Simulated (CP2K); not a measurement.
Consider protonated formaldehyde at its PBE geometry (Å).

```xyz
5

C    -0.4153   -0.0152    0.0051
O     0.7551   -0.4844    0.0061
H    -1.2207   -0.7598    0.0415
H    -0.6022    1.0677   -0.0289
H     1.4831    0.1918   -0.0237
```

Method: CP2K XAS_TDP, all-electron GAPW, PBEh(45%), aug-cc-pVTZ, TDA, GW2X-corrected core level, no relativity.

Where do the O K-edge lines lie, and how strong are they?

Leading lines: O2 532.24 eV. The leading line of an atom is its first one with 35 % of the strongest within 2.5 eV of its lowest line over the strength cut. Core ionisation energies at this level: O2 547.66 eV.

The first six lines of each atom with a strength over 0.0015:

```csv
atom,energy (eV),states,"strength, one atom",above the computed threshold
O2 (bonded to C and H),532.24,1,0.0362,
,537.53,1,0.0235,
,540.75,1,0.0238,
,541.24,1,0.0043,
,542.34,1,0.0039,
,542.42,1,0.0126,
```

Lines are vertical, at one geometry, with no vibrational structure. GW2X ionisation energies and lines can be off by 1 to 2 eV either way, and a good line position may hide errors that cancel. These values hold no scalar relativity, about 0.4 eV for O 1s. Rydberg lines, and the discretised continuum above threshold, depend on the basis and the box. The ion (charge +1) is isolated, with no counter-ion or solvent.

[Banner, clock and machine lines of the logs are left out without a mark of their own.]

[Logs are printed without paths, hosts, clocks, repeated set-up lines and the standing remarks that a program may print on its own settings, such as how far it seeks lower states.]

[Hosts, paths, dates, database ids (printed as entryN), source tags and the programs' standing remarks are cut or masked in the printed files.]
